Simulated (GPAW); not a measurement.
# How the plane-wave cutoff moves the magnetism of free-standing triangular W monolayer, spacing 3.069 A

Two starts of free-standing triangular W monolayer, spacing 3.069 A are run at each rung of the plane-wave cutoff. Which rung is enough?

Main program and level: GPAW 26.7.0; PBE; plane waves with GPAW's PAW setups, scalar-relativistic.

This is a report of a sequence of runs, with most program output left out.

### 1. The structure

The cell holds 1 atom: 1 W. Cell: a = 3.069 Å, b = 3.069 Å, c = 14.000 Å, α = 90.0°, β = 90.0°, γ = 120.0°. model lattice. Vacuum lies along c.

### 2. Rung 1 (250 eV), start ferro +

The ladder starts at a low cutoff and climbs, to see from where on the results stand still.

order1.py

```python
import json
import numpy as np
from ase import Atoms
from ase.parallel import paropen, parprint
from gpaw import GPAW

atoms = Atoms(['W'],
    cell=[[3.069, 0.0, 0.0],
         [-1.5345, 2.657832, 0.0],
         [0.0, 0.0, 14.0]],
    scaled_positions=[[0.0, 0.0, 0.5]],
    pbc=True,
    magmoms=[1.0])
atoms.calc = GPAW(mode={'name': 'pw', 'ecut': 250},
    xc='PBE',
    kpts={'size': (10, 10, 1), 'gamma': True},
    occupations={'name': 'fermi-dirac', 'width': 0.05},
    convergence={'density': 1e-05, 'energy': 1e-05},
    maxiter=200,
    symmetry={'tolerance': 1e-4},
    txt='order1.txt')
e = atoms.get_potential_energy(force_consistent=True)
res = {'free_energy': e, 'energy_sigma0': atoms.get_potential_energy(), 'fermi_energy': atoms.calc.get_fermi_level()}
res['moments'] = atoms.get_magnetic_moments().tolist()
res['total'] = atoms.get_magnetic_moment()
parprint('site moments (muB):', np.round(res['moments'], 3))
parprint(f"total moment: {res['total']:.3f} muB")
parprint(f'free energy: {e:.6f} eV')
atoms.calc.write('order1.gpw')
with paropen('results.json', 'w') as f:
    json.dump(res, f)
```

Started as:

```bash
$ OMP_NUM_THREADS=1 python3 order1.py > order1.log
```

It took 8.5 s on 1 MPI rank of AMD EPYC 9B45 (Zen 5), shared host; peak memory 0.15 GiB.

Numbers from this step:

* magnetization: 0.2052 μB
* final state: weakly magnetic
* largest moment: 0.1296 μB

After 28 cycles the largest moment is only 0.130 μB.

### 3. Rung 1 (250 eV), start antiferro q=(0,1/2,0) +-

The second start gives the energy difference between the two end states, the quantity that is followed up the ladder. Its q is in fractions of the reciprocal vectors of the first run's cell.

order2.py is the script of step 2 with these lines changed:

```diff
@@ -6,12 +6,13 @@
 
-atoms = Atoms(['W'],
+atoms = Atoms(['W', 'W'],
     cell=[[3.069, 0.0, 0.0],
-         [-1.5345, 2.657832, 0.0],
+         [-3.069, 5.315664, 0.0],
          [0.0, 0.0, 14.0]],
-    scaled_positions=[[0.0, 0.0, 0.5]],
+    scaled_positions=[[0.0, 0.0, 0.5],
+         [0.0, 0.5, 0.5]],
     pbc=True,
-    magmoms=[1.0])
+    magmoms=[1.0, -1.0])
 atoms.calc = GPAW(mode={'name': 'pw', 'ecut': 250},
     xc='PBE',
-    kpts={'size': (10, 10, 1), 'gamma': True},
+    kpts={'size': (10, 5, 1), 'gamma': True},
     occupations={'name': 'fermi-dirac', 'width': 0.05},
@@ -20,3 +21,3 @@
     symmetry={'tolerance': 1e-4},
-    txt='order1.txt')
+    txt='order2.txt')
 e = atoms.get_potential_energy(force_consistent=True)
@@ -28,3 +29,3 @@
 parprint(f'free energy: {e:.6f} eV')
-atoms.calc.write('order1.gpw')
+atoms.calc.write('order2.gpw')
 with paropen('results.json', 'w') as f:
```

Started as:

```bash
$ OMP_NUM_THREADS=1 python3 order2.py > order2.log
```

Wall time 25 s (1 MPI rank); peak memory 0.21 GiB.

Read from the output:

* magnetization: 0 μB
* final state: antiferromagnetic
* largest moment: 1.175 μB

This start lies -130.8 meV a seeded atom from the first; its largest moment is 1.18 μB.

### 4. Rung 2 (325 eV), start ferro +

order1.py is the script of step 2 with these lines changed:

```diff
@@ -13,3 +13,3 @@
     magmoms=[1.0])
-atoms.calc = GPAW(mode={'name': 'pw', 'ecut': 250},
+atoms.calc = GPAW(mode={'name': 'pw', 'ecut': 325},
     xc='PBE',
```

Started as:

```bash
$ OMP_NUM_THREADS=1 python3 order1.py > order1.log
```

Wall time 10 s (1 MPI rank); peak memory 0.16 GiB.

Numbers from this step:

- magnetization: 0.2049 μB
- final state: weakly magnetic
- largest moment: 0.1306 μB

After 25 cycles the largest moment is only 0.131 μB.

### 5. Rung 2 (325 eV), start antiferro q=(0,1/2,0) +-

order2.py is the script of step 3 with these lines changed:

```diff
@@ -14,3 +14,3 @@
     magmoms=[1.0, -1.0])
-atoms.calc = GPAW(mode={'name': 'pw', 'ecut': 250},
+atoms.calc = GPAW(mode={'name': 'pw', 'ecut': 325},
     xc='PBE',
```

Started as:

```bash
$ OMP_NUM_THREADS=1 python3 order2.py > order2.log
```

Run time: 37 s. Hardware: 1 MPI rank; peak memory 0.25 GiB.

Read from the output:

```yaml
magnetization: 0 μB
final_state: antiferromagnetic
largest_moment: 1.204 μB
```

This start lies -133.3 meV a seeded atom from the first, a change of -2.5 meV since rung 1; its largest moment is 1.20 μB.

### 6. Rung 3 (400 eV), start ferro +

order1.py is the script of step 4 with these lines changed:

```diff
@@ -13,3 +13,3 @@
     magmoms=[1.0])
-atoms.calc = GPAW(mode={'name': 'pw', 'ecut': 325},
+atoms.calc = GPAW(mode={'name': 'pw', 'ecut': 400},
     xc='PBE',
```

Started as:

```bash
$ OMP_NUM_THREADS=1 python3 order1.py > order1.log
```

It took 15 s on 1 MPI rank; peak memory 0.18 GiB.

This step gave:

```yaml
magnetization: 0.2036 μB
final_state: weakly magnetic
largest_moment: 0.1302 μB
```

After 32 cycles the largest moment is only 0.130 μB.

### 7. Rung 3 (400 eV), start antiferro q=(0,1/2,0) +-

order2.py is the script of step 5 with these lines changed:

```diff
@@ -14,3 +14,3 @@
     magmoms=[1.0, -1.0])
-atoms.calc = GPAW(mode={'name': 'pw', 'ecut': 325},
+atoms.calc = GPAW(mode={'name': 'pw', 'ecut': 400},
     xc='PBE',
```

Started as:

```bash
$ OMP_NUM_THREADS=1 python3 order2.py > order2.log
```

Run time: 45 s. Hardware: 1 MPI rank; peak memory 0.3 GiB.

Numbers from this step:

```yaml
magnetization: 0 μB
final_state: antiferromagnetic
largest_moment: 1.214 μB
```

This start lies -134.6 meV a seeded atom from the first, a change of -1.3 meV since rung 2; its largest moment is 1.21 μB.

### 8. Rung 4 (500 eV), start ferro +

order1.py is the script of step 6 with these lines changed:

```diff
@@ -13,3 +13,3 @@
     magmoms=[1.0])
-atoms.calc = GPAW(mode={'name': 'pw', 'ecut': 400},
+atoms.calc = GPAW(mode={'name': 'pw', 'ecut': 500},
     xc='PBE',
```

Started as:

```bash
$ OMP_NUM_THREADS=1 python3 order1.py > order1.log
```

The job ended after 14 s (1 MPI rank; peak memory 0.19 GiB).

This step gave:

```yaml
magnetization: 0.2034 μB
final_state: weakly magnetic
largest_moment: 0.1301 μB
```

After 25 cycles the largest moment is only 0.130 μB.

### 9. Rung 4 (500 eV), start antiferro q=(0,1/2,0) +-

order2.py is the script of step 7 with these lines changed:

```diff
@@ -14,3 +14,3 @@
     magmoms=[1.0, -1.0])
-atoms.calc = GPAW(mode={'name': 'pw', 'ecut': 400},
+atoms.calc = GPAW(mode={'name': 'pw', 'ecut': 500},
     xc='PBE',
```

Started as:

```bash
$ OMP_NUM_THREADS=1 python3 order2.py > order2.log
```

Wall time 52 s (1 MPI rank); peak memory 0.36 GiB.

This step gave:

| Item | Value |
| --- | --- |
| magnetization | 0 μB |
| final state | antiferromagnetic |
| largest moment | 1.215 μB |

This start lies -134.6 meV a seeded atom from the first, a change of -0.0 meV since rung 3; its largest moment is 1.21 μB.

### 10. Rung 5 (650 eV), start ferro +

order1.py is the script of step 8 with these lines changed:

```diff
@@ -13,3 +13,3 @@
     magmoms=[1.0])
-atoms.calc = GPAW(mode={'name': 'pw', 'ecut': 500},
+atoms.calc = GPAW(mode={'name': 'pw', 'ecut': 650},
     xc='PBE',
```

Started as:

```bash
$ OMP_NUM_THREADS=1 python3 order1.py > order1.log
```

It took 23 s on 1 MPI rank; peak memory 0.24 GiB.

This step gave:

* magnetization: 0.2035 μB
* final state: weakly magnetic
* largest moment: 0.1302 μB

After 29 cycles the largest moment is only 0.130 μB.

### 11. Rung 5 (650 eV), start antiferro q=(0,1/2,0) +-

order2.py is the script of step 9 with these lines changed:

```diff
@@ -14,3 +14,3 @@
     magmoms=[1.0, -1.0])
-atoms.calc = GPAW(mode={'name': 'pw', 'ecut': 500},
+atoms.calc = GPAW(mode={'name': 'pw', 'ecut': 650},
     xc='PBE',
```

Started as:

```bash
$ OMP_NUM_THREADS=1 python3 order2.py > order2.log
```

The job ended after 86 s (1 MPI rank; peak memory 0.49 GiB).

This step gave:

| Quantity | Value |
| --- | --- |
| magnetization | 0 μB |
| final state | antiferromagnetic |
| largest moment | 1.215 μB |

This start lies -134.6 meV a seeded atom from the first, a change of -0.0 meV since rung 4; its largest moment is 1.21 μB.

### 12. Rung 6 (800 eV), start ferro +

order1.py is the script of step 10 with these lines changed:

```diff
@@ -13,3 +13,3 @@
     magmoms=[1.0])
-atoms.calc = GPAW(mode={'name': 'pw', 'ecut': 650},
+atoms.calc = GPAW(mode={'name': 'pw', 'ecut': 800},
     xc='PBE',
```

Started as:

```bash
$ OMP_NUM_THREADS=1 python3 order1.py > order1.log
```

Run time: 39 s. Hardware: 1 MPI rank; peak memory 0.28 GiB.

Read from the output:

- magnetization: 0.2031 μB
- final state: weakly magnetic
- largest moment: 0.1299 μB

After 29 cycles the largest moment is only 0.130 μB.

### 13. Rung 6 (800 eV), start antiferro q=(0,1/2,0) +-

order2.py is the script of step 11 with these lines changed:

```diff
@@ -14,3 +14,3 @@
     magmoms=[1.0, -1.0])
-atoms.calc = GPAW(mode={'name': 'pw', 'ecut': 650},
+atoms.calc = GPAW(mode={'name': 'pw', 'ecut': 800},
     xc='PBE',
```

Started as:

```bash
$ OMP_NUM_THREADS=1 python3 order2.py > order2.log
```

Run time: 2.2 min. Hardware: 1 MPI rank; peak memory 0.61 GiB.

This step gave:

```
magnetization  : 0 μB
final state    : antiferromagnetic
largest moment : 1.215 μB
```

This start lies -134.6 meV a seeded atom from the first, a change of -0.0 meV since rung 5; its largest moment is 1.21 μB.

### 14. A faulty input

An input with a fault is tried, to see how the program answers.

run.py

```python
import json
import numpy as np
from ase import Atoms
from ase.parallel import paropen, parprint
from gpaw import GPAW

atoms = Atoms(['W'],
    cell=[[3.069, 0.0, 0.0],
         [-1.5345, 2.657832, 0.0],
         [0.0, 0.0, 14.0]],
    scaled_positions=[[0.0, 0.0, 0.5]],
    pbc=True,
    magmoms=[1.0])
atoms.calc = GPAW(mode={'name': 'pw', 'ecut': 550},
    xc='PBE',
    kpts={'size': (0, 10, 1), 'gamma': True},
    occupations={'name': 'fermi-dirac', 'width': 0.05},
    convergence={'density': 1e-05, 'energy': 1e-05},
    maxiter=100,
    symmetry={'tolerance': 1e-4},
    txt='run.txt')
e = atoms.get_potential_energy(force_consistent=True)
res = {'free_energy': e, 'energy_sigma0': atoms.get_potential_energy(), 'fermi_energy': atoms.calc.get_fermi_level()}
res['moments'] = atoms.get_magnetic_moments().tolist()
res['total'] = atoms.get_magnetic_moment()
parprint('site moments (muB):', np.round(res['moments'], 3))
parprint(f"total moment: {res['total']:.3f} muB")
parprint(f'free energy: {e:.6f} eV')
atoms.calc.write('run.gpw')
with paropen('results.json', 'w') as f:
    json.dump(res, f)
```

Started as:

```bash
$ OMP_NUM_THREADS=1 python3 run.py > run.log
```

Elapsed: 1.1 s, on 1 MPI rank; peak memory 0.11 GiB.

The input was rejected at the start.

The program's message: “ZeroDivisionError: float division by zero”

The fault put into the input: a mesh with a zero.

Each count of the mesh must be at least 1.

### 15. Side by side

Ladder, by row:

```tsv
rung	cutoff (eV)	state from the first start	state from the second start	second less first (meV a seeded atom)	moment, first (μB)	moment, second (μB)	CPU time (s)
1	250	weakly magnetic	antiferromagnetic	-130.8	0.1296	1.175	33.05
2	325	weakly magnetic	antiferromagnetic	-133.3	0.1306	1.204	46.77
3	400	weakly magnetic	antiferromagnetic	-134.6	0.1302	1.214	59.61
4	500	weakly magnetic	antiferromagnetic	-134.6	0.1301	1.215	65.82
5	650	weakly magnetic	antiferromagnetic	-134.6	0.1302	1.215	109.4
6	800	weakly magnetic	antiferromagnetic	-134.6	0.1299	1.215	169.4
```

### 16. Summary of results

- range of the moment in the table, second start: 1.18 to 1.21 μB
- range of CPU time: 33 s to 2.8 min
- range of the energy difference: -135 to -131 meV a seeded atom
- first rung from which all stay within 6.7 meV of the last: 1

From rung 1 on the result stays within 3.8 meV of the last rung, inside the margin of 6.7 meV set for it, at 20 % of the last rung's cost. The second start ends lower on every rung of the table; whether functional and cell give the true order is another question.

[Logs and program files are shortened in this print: banners, set-up blocks, solver, clock and traceback lines can be left out without a mark of their own.]

[Logs are printed without paths, hosts, clocks, repeated set-up lines and the standing remarks that a program may print on its own settings, such as how far it seeks lower states.]

[Hosts, paths, dates, database ids (printed as entryN), source tags and the programs' standing remarks are cut or masked in the printed files.]

[Where a cell is said to come from a database of computed structures, the database is the Materials Project.]
